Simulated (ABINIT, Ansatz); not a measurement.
Computed results, one entry a study.

```cif
data_pbo
_symmetry_space_group_name_H-M 'P4/nmm:1'
_symmetry_Int_Tables_number 129
_cell_length_a 3.9748
_cell_length_b 3.9748
_cell_length_c 5.0227
_cell_angle_alpha 90.000
_cell_angle_beta 90.000
_cell_angle_gamma 90.000
_cell_volume 79.35
loop_
_atom_site_label
_atom_site_type_symbol
_atom_site_symmetry_multiplicity
_atom_site_Wyckoff_symbol
_atom_site_fract_x
_atom_site_fract_y
_atom_site_fract_z
_atom_site_occupancy
Pb1 Pb 2 c 0.00000 0.50000 0.23851 1
O1 O 2 a 0.00000 0.00000 0.00000 1
_calc_subject 'Quasiparticle gap of PbO (P4/nmm) in ABINIT'
_calc_method 'RPA screening on PBE, plane waves, norm-conserving pseudopotentials (and 2 further levels or steps)'
_calc_program 'ABINIT 10.8.3'
_calc_settings 'cutoff 36 Ha, PseudoDojo scalar-relativistic 0.4.1 standard, norm-conserving, ngkpt (4, 4, 2), nband 91, ecuteps 4.4 Ha, inclvkb 2, shiftk (0, 0, 0), symchi 1, awtr 1, frequency ppm, 4×4×2 k-mesh'
_calc_cost '5 runs, 1.8 min in all on 8 MPI ranks of Arm Neoverse V2, shared host'
_calc_notes 'The database entry behind the starting cell differs from other determinations of this structure. The program’s warnings: nkpt*nsppol () is not a multiple of nproc spkpt (). The cell and positions come from the Crystallography Open Database and are kept as given unless a step says otherwise. Limits: no spin-orbit coupling. The 4×4×2 mesh is coarse for this cell, which bears on the long-range parts of exchange and screening. The norm-conserving file of at least one element keeps a d shell over frozen s and p shells of the same row. Exchange with those shells is missing from the self-energy, an error of 0.3 to 0.9 eV in cases checked, whose sign depends on which edge lies on those atoms.'
_calc_pbe_gap '1.15 eV, indirect'
_calc_g0w0_gap_on_the_mesh '1.13 eV'
_calc_gw_settings '4×4×2 mesh, 91 bands, screening to 119.7 eV, Godby-Needs plasmon pole'
_calc_known_limits 'short of the basis limit; exchange with frozen shells missing; no spin-orbit coupling; coarse k mesh'
```

[Long decimals in the printed logs are rounded to 6 places.]

[Logs are printed without paths, hosts, clocks, repeated set-up lines and the standing remarks that a program may print on its own settings, such as how far it seeks lower states.]

[Paths, hosts, dates, memory and timing lines, banners, echoed tables and standing remarks are left out of the program output; an Ansatz launch command may be rebuilt from the run's recorded settings. Measured values are a selection of at most five: reports struck by readers or far from the other reports are left out. None is set beside runs whose start may be inverted or whose files or cutoffs have a known fault.]

[Runs of the session that timed out or met a known fault of the program may be left out.]

[Hosts, paths, dates, database ids (printed as entryN), source tags and the programs' standing remarks are cut or masked in the printed files.]

[G0W0 gaps are taken among the corrected bands and points alone; a level outside them can change the order at an edge.]

[Where Ansatz stands beside ABINIT at settings called matched, ABINIT's density can come from a denser mesh and the files from another edition; pairs whose starting gaps differed by over 0.03 eV were left out, so agreement reads better than it is.]
